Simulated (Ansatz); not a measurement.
# 1T-GeF2 monolayer in a perpendicular field

Wanted: the out-of-plane response of the 1T-GeF2 monolayer. A positive field points along +c.

Main program and level: Ansatz 0.2.0; plane-wave DFT, r2SCAN-D4, Ansatz PAW (set soft_1); PAW set soft_1, in the first sound run; inputs show where later runs differ.

## (1) The structure

The cell holds 3 atoms: 2 F and 1 Ge. Cell: a = 2.413 Å, b = 2.413 Å, c = 35.151 Å, α = 90.0°, β = 90.0°, γ = 120.0°. Vacuum lies along c.

## (2) Relaxing the slab

The starting cell is a guess, so the in-plane lattice and the atoms are relaxed first, with the slab cut off from its images along the normal.

Contents of input.yaml:

```yaml
crystal:
  lattice:
    - [2.41304, 0.0, 0.0]
    - [-1.20652, 2.0897539403, 0.0]
    - [0.0, 0.0, 35.1513208612]
  atoms:
    - { symbol: F, position: [0.6666666667, 0.3333333333, 0.4708215679] }
    - { symbol: Ge, position: [0.0, 0.0, 0.5] }
    - { symbol: F, position: [0.3333333333, 0.6666666667, 0.5291784321] }
  periodic: [true, true, false]
kpoints:
  mp_grid: { grid: [18, 18, 1] }
hamiltonian:
  xc: r2scan
  dispersion: d4
  pseudopotentials: { kind: paw, azcp: { folder: soft_1 } }
scf:
  occupations: { method: fermi_dirac, width: 0.05 }
  convergence: { dr2_threshold: 1.0e-09 }
relax:
  f_tol: 0.004
  max_steps: 90
  cell: {}
output:
  write_potential: true
  write_density: true
  volumetric_format: npy
```

Launch:

```sh
$ ansatz run input.yaml --threads 4 --pin off --max-ram 6144MiB --backend cpu --events-out ev --progress --plain --runs-dir out
```

Numbers of over 12 decimals in the logs are rounded to 6 here.

Log:

```text
Warning: relax.cell: scf.convergence.dr2_threshold = 1e-9 eV is looser than the 2.06562725817e-10 eV advised for a relaxation that steers and ends on the stress (1e-10 eV for each atom of the cell: 3, times the square of relax.cell.stress_2d_tol = 0.05 N/m over 12.1 Å (the atoms' height at the walk's start and 5 Å past either face), 4.149e-2 GPa, over a crystal's default 0.05). What an SCF threshold leaves in a stress goes as its square root, and in the free energy as the threshold itself, and one threshold admits the most on a small cell: [figures from the program's tests cut] Set scf.convergence.dr2_threshold to 2.06562725817e-10 eV or tighter. [rest of the remark cut]
Engine: ansatz 0.2.0, aarch64-unknown-linux-gnu
Pseudopotentials: kind: paw
Pseudopotential: F, paw, valence charge 7, recommended cutoff 500 eV (meta_gga), soft_1/F.paw.azcp
Pseudopotential: Ge, paw, valence charge 14, recommended cutoff 500 eV (meta_gga), soft_1/Ge.paw.azcp
Functional definition: r2SCAN
  parameter k0 = 0.174
  parameter k1 = 0.065
  parameter a1 = 4.9479
  exchange = r2scan_x(k0 = k0, k1 = k1, a1 = a1)
  correlation = r2scan_c
Crystal: 3 atoms, lattice volume = 177.256 Å³
Basis set: ecut = 500 eV, 4611 PW (Γ), exchange–correlation on 72×72×1080 points (64 copies of the dense FFT grid, shifted against one another)
Bands: 18, of which v1, the nominal top of the filled ones, is band 14 counted from 1 (13 counted from 0)
Symmetry: 12 space group operations
Space group: P-3m1 (ITA 164), of the structure as read, at distance tolerance 5.6e-5 Å
k-points: 37 of 324
Non-local potential: F, projectors of the file, l = 0: 2, l = 1: 2, l = 2: 1
Non-local potential: Ge, projectors of the file, l = 0: 2, l = 1: 2, l = 2: 3, l = 3: 1
PAW form: soft (Blöchl's): semilocal exchange-correlation on the pseudo side does not see the compensation charge
PAW frozen core: F, regenerated for the run's functional (the file was generated under x = pbe(κ = 0.804, μ = 0.219515), c = pbe(β = 0.066725))
PAW frozen core: Ge, regenerated for the run's functional (the file was generated under x = pbe(κ = 0.804, μ = 0.219515), c = pbe(β = 0.066725))
PAW one-centre angular grid: F, 302 points (default); XC on 160 Gauss nodes
PAW one-centre angular grid: Ge, 590 points (default); XC on 160 Gauss nodes
Initial density: superposition of atomic densities (neutral atoms: chi_scale 0, normalization atom)
Initial wavefunctions: pseudopotential atomic-orbital guess
Functional: x = r2scan, c = r2scan; τ floored in thin density (d = 2e-4 eV/Å³)
SCF iter   1: F=—  HF=-5908.348542 eV  |F-HF|=—  |Δ(HF+E_count)|=         —  Δρ=6.46e-2  dr2=4.39e0  dr2_τ=7.30e-1  ethr=3.10e-3  ⟨swp⟩=17.7  Hψ=7945  notcnv=0  defer=2
preconditioner: auto → LDOS  [insulator: Δε(μ)=0.277 eV  Ē_g=27.020 eV  σ=0.050 eV  W_gap=0.88  n_scr=22 (ndim 8)  ℏωp=14.5 eV  f_vac=0.847  D(μ)=0.23/eV (n_scr^D=4)  ε∞_Penn≈1.3  β→1.0]
SCF iter   2: F=—  HF=-5911.052759 eV  |F-HF|=—  |Δ(HF+E_count)|=    2.70e0  Δρ=9.00e-2  dr2=1.48e2  dr2_τ=6.37e-1  ethr=3.10e-3  ⟨swp⟩=13.1  Hψ=10419  notcnv=0  defer=6  recentre
automatic band count: the SCF goes on with 22 bands, as 18 were too few: the levels above may hold too much charge
SCF iter   3: F=—  HF=-5907.429471 eV  |F-HF|=—  |Δ(HF+E_count)|=    3.62e0  Δρ=2.95e-2  dr2=1.12e0  dr2_τ=8.63e-2  ethr=3.10e-3  ⟨swp⟩=7.4  Hψ=3503  notcnv=0  defer=86
SCF iter   4: F=—  HF=-5907.208417 eV  |F-HF|=—  |Δ(HF+E_count)|=   2.21e-1  Δρ=2.36e-3  dr2=5.87e-2  dr2_τ=1.18e-3  ethr=3.10e-3  ⟨swp⟩=7.4  Hψ=3252  notcnv=0  defer=105
SCF iter   5: F=—  HF=-5907.207088 eV  |F-HF|=—  |Δ(HF+E_count)|=   1.33e-3  Δρ=9.96e-4  dr2=3.35e-2  dr2_τ=1.28e-4  ethr=2.10e-4  ⟨swp⟩=7.3  Hψ=2660  notcnv=0  defer=109
SCF iter   6: F=—  HF=-5907.199119 eV  |F-HF|=—  |Δ(HF+E_count)|=   7.97e-3  Δρ=7.63e-4  dr2=1.86e-2  dr2_τ=3.23e-5  ethr=1.20e-4  ⟨swp⟩=5.9  Hψ=1516  notcnv=0  defer=96
SCF iter   7: F=—  HF=-5907.191131 eV  |F-HF|=—  |Δ(HF+E_count)|=   7.99e-3  Δρ=4.05e-4  dr2=3.29e-3  dr2_τ=1.68e-5  ethr=6.65e-5  ⟨swp⟩=6.6  Hψ=1658  notcnv=0  defer=100
SCF iter   8: F=—  HF=-5907.198175 eV  |F-HF|=—  |Δ(HF+E_count)|=   7.04e-3  Δρ=9.52e-4  dr2=2.65e-2  dr2_τ=7.70e-5  ethr=1.17e-5  ⟨swp⟩=8.7  Hψ=2902  notcnv=0  defer=100  recentre
SCF iter   9: F=—  HF=-5907.191744 eV  |F-HF|=—  |Δ(HF+E_count)|=   6.43e-3  Δρ=5.88e-4  dr2=5.31e-3  dr2_τ=2.34e-5  ethr=1.17e-5  ⟨swp⟩=6.7  Hψ=2154  notcnv=0  defer=94
SCF iter  10: F=—  HF=-5907.190490 eV  |F-HF|=—  |Δ(HF+E_count)|=   1.25e-3  Δρ=2.40e-4  dr2=1.24e-3  dr2_τ=3.43e-6  ethr=1.17e-5  ⟨swp⟩=4.4  Hψ=1414  notcnv=0  defer=86
SCF iter  11: F=—  HF=-5907.190235 eV  |F-HF|=—  |Δ(HF+E_count)|=   2.55e-4  Δρ=1.11e-4  dr2=3.35e-4  dr2_τ=3.35e-7  ethr=4.45e-6  ⟨swp⟩=4.3  Hψ=1275  notcnv=0  defer=85
SCF iter  12: F=—  HF=-5907.190222 eV  |F-HF|=—  |Δ(HF+E_count)|=   1.34e-5  Δρ=8.76e-5  dr2=1.63e-5  dr2_τ=5.28e-7  ethr=1.20e-6  ⟨swp⟩=3.8  Hψ=1587  notcnv=0  defer=81
SCF iter  13: F=—  HF=-5907.190221 eV  |F-HF|=—  |Δ(HF+E_count)|=   5.09e-7  Δρ=5.89e-5  dr2=3.57e-5  dr2_τ=4.66e-7  ethr=5.81e-8  ⟨swp⟩=4.2  Hψ=2113  notcnv=0  defer=83
SCF iter  14: F=—  HF=-5907.190218 eV  |F-HF|=—  |Δ(HF+E_count)|=   3.12e-6  Δρ=1.97e-5  dr2=6.19e-6  dr2_τ=2.09e-8  ethr=5.81e-8  ⟨swp⟩=3.0  Hψ=1423  notcnv=0  defer=83
SCF iter  15: F=—  HF=-5907.190219 eV  |F-HF|=—  |Δ(HF+E_count)|=   1.42e-6  Δρ=3.17e-6  dr2=2.52e-7  dr2_τ=5.42e-10  ethr=2.21e-8  ⟨swp⟩=2.8  Hψ=1403  notcnv=0  defer=83
SCF iter  16: F=—  HF=-5907.190228 eV  |F-HF|=—  |Δ(HF+E_count)|=   8.56e-6  Δρ=1.22e-6  dr2=5.07e-8  dr2_τ=7.70e-11  ethr=8.99e-10  ⟨swp⟩=8.1  Hψ=2956  notcnv=0  defer=83
SCF iter  17: F=—  HF=-5907.190228 eV  |F-HF|=—  |Δ(HF+E_count)|=   7.47e-9  Δρ=7.10e-7  dr2=1.51e-8  dr2_τ=2.92e-11  ethr=1.81e-10  ⟨swp⟩=4.0  Hψ=1493  notcnv=2  defer=82
SCF iter  18: F=-5907.190228 eV  HF=-5907.190228 eV  |F-HF|=7.48e-10  |Δ(HF+E_count)|=   1.06e-8  Δρ=3.24e-7  dr2=1.52e-10  dr2_τ=8.44e-12  ethr=3.57e-12  ⟨swp⟩=16.2  Hψ=8761  notcnv=0
SCF 1 converged in 18 iterations: F = -5907.190228 eV  dr2 = 1.52e-10
  greatest PAW one-centre occupation: 1.000 electrons in one spin orbital (limit 2), on the Ge atom at site 1 (counted from 0), in its partial waves of l = 2
relax step   1: F+E_penalty+E_count = -5907.19022788 eV  Δ(F+E_penalty+E_count) = +0.000e0 eV  max|allowed force component| = 2.162e1 eV/Å  Δτ_max = 0.0000 Å  P = +134.519 N/m  Ω = 177.256 Å³  fix = [c, alpha, beta]  reactions: c +0.000 N/m  (18 SCF iters, accepted)
Crystal: 3 atoms, lattice volume = 194.990 Å³
[...]
relax step  14: F+E_penalty+E_count = -5922.08885126 eV  Δ(F+E_penalty+E_count) = -7.648e-3 eV  max|allowed force component| = 1.609e-2 eV/Å  Δτ_max = 0.0730 Å  P = -0.711 N/m  Ω = 393.972 Å³  energy of the carried Pulay correction = -8.705e-3 eV  fix = [c, alpha, beta]  reactions: c -0.000 N/m  (8 SCF iters, accepted)
relax step  15: F+E_penalty+E_count = -5922.09498487 eV  Δ(F+E_penalty+E_count) = -6.134e-3 eV  max|allowed force component| = 9.066e-3 eV/Å  Δτ_max = 0.0255 Å  P = -0.029 N/m  Ω = 384.715 Å³  energy of the carried Pulay correction = -8.027e-3 eV  fix = [c, alpha, beta]  reactions: c -0.000 N/m  (8 SCF iters, accepted)
relax step  16: F+E_penalty+E_count = -5922.09500262 eV  Δ(F+E_penalty+E_count) = -1.775e-5 eV  max|allowed force component| = 1.258e-3 eV/Å  Δτ_max = 0.0019 Å  P = -0.004 N/m  Ω = 384.735 Å³  energy of the carried Pulay correction = -8.028e-3 eV  fix = [c, alpha, beta]  reactions: c -0.000 N/m  (6 SCF iters, accepted)
relax step  17: F+E_penalty+E_count = -5922.10452276 eV  Δ(F+E_penalty+E_count) = -9.520e-3 eV  max|allowed force component| = 1.614e-3 eV/Å  Δτ_max = 0.0000 Å  P = +0.158 N/m  Ω = 384.735 Å³  fix = [c, alpha, beta]  reactions: c +0.000 N/m  stress off target by 1.58e-1 N/m on what of the cell is left free  SCF on the basis re-selected at this cell (its energy is not comparable with the rows above)  (8 SCF iters)
relax step  18: F+E_penalty+E_count = -5922.10469431 eV  Δ(F+E_penalty+E_count) = -1.715e-4 eV  max|allowed force component| = 8.457e-4 eV/Å  Δτ_max = 0.0060 Å  P = +0.045 N/m  Ω = 386.606 Å³  energy of the carried Pulay correction = -1.788e-4 eV  fix = [c, alpha, beta]  reactions: c +0.000 N/m  (7 SCF iters, accepted)
iter 1 solved again at ethr=1.53e-7 eV; its pass at ethr=3.10e-3 eV (dr2=4.29e-5 eV) is discarded
SCF iter   1: F=—  HF=-5922.104818 eV  |F-HF|=—  |Δ(HF+E_count)|=         —  Δρ=9.21e-6  dr2=2.74e-8  dr2_τ=8.03e-8  ethr=1.53e-7  ⟨swp⟩=5.2  Hψ=7869  notcnv=0
preconditioner: auto → Resta (q_TF=auto, 1.761 Å⁻¹)  ε∞=1.2  [insulator: Δε(μ)=2.864 eV  Ē_g=22.071 eV  σ=0.050 eV  W_gap=1.00  n_scr=18 (ndim 8)  ℏωp=10.0 eV  f_vac=0.864  D(μ)=0.00/eV (n_scr^D=0)  ε∞_Penn≈1.2  vacuum switching on, ρ_ref=3.5e-2 e/Å³]
SCF iter   2: F=—  HF=-5922.104858 eV  |F-HF|=—  |Δ(HF+E_count)|=   4.01e-5  Δρ=4.71e-6  dr2=1.45e-8  dr2_τ=1.40e-8  ethr=9.77e-11  ⟨swp⟩=3.9  Hψ=2306  notcnv=0
SCF iter   3: F=—  HF=-5922.104868 eV  |F-HF|=—  |Δ(HF+E_count)|=   1.01e-5  Δρ=2.44e-6  dr2=3.11e-9  dr2_τ=3.32e-9  ethr=5.18e-11  ⟨swp⟩=3.4  Hψ=1754  notcnv=0
iter 4 met the thresholds in force, and the SCF goes on: an eigenvalue changes by 7.46 meV, over its tolerance of 1.09 meV (output.eigenvalues, Limitations)
SCF iter   4: F=-5922.104874 eV  HF=-5922.104874 eV  |F-HF|=4.77e-8  |Δ(HF+E_count)|=   5.64e-6  Δρ=2.47e-7  dr2=5.17e-11  dr2_τ=4.15e-11  ethr=3.57e-12  ⟨swp⟩=14.0  Hψ=7021  notcnv=0
iter 5 met the thresholds in force, and the SCF goes on: an eigenvalue changes by 10.74 meV, over its tolerance of 1.02 meV (output.eigenvalues, Limitations)
SCF iter   5: F=-5922.104874 eV  HF=-5922.104874 eV  |F-HF|=3.28e-9  |Δ(HF+E_count)|=   4.45e-8  Δρ=1.08e-7  dr2=3.49e-11  dr2_τ=3.85e-12  ethr=1.00e-12  ⟨swp⟩=8.9  Hψ=5024  notcnv=0
Mixer restart at iter 5: flushing history
SCF iter   6: F=-5922.104874 eV  HF=-5922.104874 eV  |F-HF|=1.03e-10  |Δ(HF+E_count)|=   3.33e-9  Δρ=1.98e-7  dr2=9.90e-11  dr2_τ=5.43e-12  ethr=1.00e-12  ⟨swp⟩=9.8  Hψ=5135  notcnv=0
SCF 19 converged in 6 iterations: F = -5922.104874 eV  dr2 = 9.90e-11
relax step  19: F+E_penalty+E_count = -5922.10487396 eV  Δ(F+E_penalty+E_count) = -1.797e-4 eV  max|allowed force component| = 8.465e-4 eV/Å  Δτ_max = 0.0000 Å  P = +0.044 N/m  Ω = 386.606 Å³  fix = [c, alpha, beta]  reactions: c +0.000 N/m  stress off target by 4.36e-2 N/m on what of the cell is left free  SCF on the basis re-selected at this cell (its energy is not comparable with the rows above)  (6 SCF iters)
basis re-selected at this cell: Δ(F+E_penalty+E_count) = -1.797e-4 eV, ΔP = -0.001 N/m vs the last step (what re-selecting the basis moved, of the pressure what is left beyond the Pulay correction that the steps carried, after the strain that the cell walked since its last selection, with what the two solves' SCF thresholds leave and, on support functions, any second-order correction that the steps lacked; it is no m [...]
WARN: The output density's exchange-correlation potential varies sharply where the density is thin. Do not read a vacuum level from v_tot or v_xc, or from such a field of the output density. On a cell that repeats whose density bears no net charge and no dipole along the vacuum's axis use v_es (v_loc + v_h of the components); under efield.dipole_correction with no amplitude use v_es + v_field, which holds any externa [...]
SCF converged after 6 iterations
an eigenvalue changed by more than its tolerance at an iteration that met the thresholds in force, so the SCF went on 2 times, its first undamped step at iteration 5: the last check found none over its tolerance
Free energy (F): -5922.104874 eV
Harris-Foulkes:  -5922.104874 eV  (|F-HF|=1.03e-10)
Internal energy: -5922.104874 eV  (E = F + TS)
E sigma→0 (E₀):  -5922.104874 eV
Fermi energy:    -5.427518 eV
--- Per-component energies (eV) ---
  E_band       = -588.115123
  E_kinetic    = 486.230909
  E_local      = -53999.394221  (includes V_loc(G=0)·N_el)
  E_nonlocal   = 381.992375
  E_hartree    = 26623.975002
  E_xc         = -218.488776
  E_vxc        = -292.843783  (∫ρ·V_xc dr)
  E_paw        = -2428.472081  (= ΣΔE_a)
  E_vpaw       = -432.687756  (= ΣTr[D̂ρ^β])
  E_aug_tail   = 0.000580  (compensation charges beyond the density's cutoff)
  E_vtau       = 20.637170  (kinetic-family band-sum trace: ∫τ·v_τ [+ j·A + Jᵃ·Aᵃ] dr)
  E_ewald      = 23233.288816
  E_disp       = -0.088934  (pairwise vdW)
  E_core_change = -1.148544  (= ΣΔE_core)
  E_smearing   = -0.000000  (= −TS)
  E_closure    = 0.000000  (closes the sum)
  Σ components = -5922.104874   (vs F -5922.104874, Δ=0.00e0)
--- Forces (eV/Å), atoms counted from 1 ---
  atom   1  F      0.00000000     0.00000000     0.00084649
  atom   2  Ge     0.00000000    -0.00000000     0.00000000
  atom   3  F      0.00000000    -0.00000000    -0.00084649
  max |Σ_I F_I| component: 3.24e-17 eV/Å
--- 2D stress c σ (N/m, compression-positive) ---
        0.043612       0.000000      -0.000000
        0.000000       0.043612      -0.000000
       -0.000000      -0.000000       0.000000
  P = ½ c Tr σ = 0.0436 N/m
--- Band table (eV; the first three rows and the last of 37) ---
  k-point 0: bands = [... 10 lower, -10.7244, -10.7244, -10.1012, -9.0855, -4.0303, -0.0589 (-0.0670°), -0.0324 (-0.0323°), -0.0324 (-0.0323°), ... 4 higher]
  k-point 1: bands = [... 10 lower, -10.6829, -10.6585, -10.0803, -8.9976, -3.9709, -0.2354 (-0.2355°), -0.0047 (-0.0047°), 0.0630 (0.0399°), ... 4 higher]
  k-point 2: bands = [... 10 lower, -10.6625, -10.5747, -10.0373, -8.7670, -3.8019, -0.5337 (-0.5337°), 0.0740 (0.0740°), 0.2143 (0.1864°), ... 4 higher]
  k-point 36: bands = [... 10 lower, -11.1193, -10.0718, -10.0718, -6.8940, -1.5585, -0.6877, -0.6877, 4.0104 (4.0104°), ... 4 higher]
  ° read free of the cell's end (the report's vacuum.weakly_bound_levels)
--- Relaxed structure (16 steps of the walk, 16 accepted, 3 SCFs on fresh bases) ---
  F+E_penalty+E_count = -5922.10487396 eV   max|allowed force component| = 8.465e-4 eV/Å   (the final SCF, on the basis selected at the relaxed cell)
  cell:  # Å, volume = 386.6062 Å³
    - [3.563677, 0.0, 0]
    - [-1.781838, 3.086235, 0]
    - [0, 0, 35.1513208612]
  atoms:
    - { symbol: F, position: [0.666667, 0.333333, 0.472746] }
    - { symbol: Ge, position: [0, 0, 0.5] }
    - { symbol: F, position: [0.333333, 0.666667, 0.527254] }
```

Run time: 2.4 min. Hardware: 4 threads of Arm Neoverse V1, shared host; peak memory 1.6 GiB; 9.5 min of CPU time.

Relaxation path:

```
step  energy less that of the first step (eV)  largest force component (eV/Å)  volume (Å³)
   1                                   0.0000                         21.6245       177.26
   2                                  -8.6420                         10.4731       194.99
   3                                 -12.2106                          3.4237       212.92
   4                                 -13.2048                          1.1615       232.33
   5                                 -13.6762                          0.1512       252.21
   6                                 -13.9532                          0.1890       273.80
   7                                 -14.0675                          0.0025       295.69
   8                                 -14.0678                          0.0090       298.17
   9                                 -14.0679                          0.0031       297.80
 10*                                 -14.4066                          0.0070       297.80
  11                                 -14.6363                          0.0558       321.22
  12                                 -14.8014                          0.1330       345.02
  13                                 -14.8910                          0.0071       369.59
  14                                 -14.8986                          0.0161       393.97
  15                                 -14.9048                          0.0091       384.72
  16                                 -14.9048                          0.0013       384.74
 17*                                 -14.9143                          0.0016       384.74
  18                                 -14.9145                          0.0008       386.61
 19*                                 -14.9146                          0.0008       386.61
```

Relaxation steps marked * repeat the geometry before them on a plane-wave basis chosen anew for their cell, so energy and pressure can jump there.

The run keeps the 12 symmetry operations that it works with, so distortions that break them were not tested.

```
cell as run  before  after   change
      a (Å)   2.413  3.564  +47.7 %
      b (Å)   2.413  3.564  +47.7 %
```

The atoms that moved most (Å, along periodic axes as changes of fractional coordinates times the final cell, across vacuum about the mean position):

```
atom     dx     dy      dz  length
  F1  0.000  0.000   0.068   0.068
  F3  0.000  0.000  -0.068   0.068
```

The relaxed structure:

```cif
data_structure
_symmetry_space_group_name_H-M 'P 1'
_symmetry_Int_Tables_number 1
_cell_length_a 3.5637
_cell_length_b 3.5637
_cell_length_c 35.1513
_cell_angle_alpha 90.000
_cell_angle_beta 90.000
_cell_angle_gamma 120.000
_cell_volume 386.61
loop_
_atom_site_label
_atom_site_type_symbol
_atom_site_fract_x
_atom_site_fract_y
_atom_site_fract_z
_atom_site_occupancy
F1 F 0.66667 0.33333 0.47275 1
Ge2 Ge 0.00000 0.00000 0.50000 1
F3 F 0.33333 0.66667 0.52725 1
```

Numbers from this step:

| Property | Result |
| --- | --- |
| gap on the k-mesh | 2.864 eV |

The lattice constant a goes from 2.413 to 3.564 Å.

[end of part 1 of 4]

[Logs are printed without paths, hosts, clocks, repeated set-up lines and the standing remarks that a program may print on its own settings, such as how far it seeks lower states.]

[Hosts, paths, dates, database ids (printed as entryN), source tags and the programs' standing remarks are cut or masked in the printed files.]

[Maps of the electrostatic potential energy from Ansatz leave out the sawtooth potential of an applied field or a dipole correction, so their vacuum need not be flat; planar profiles and work functions include it.]
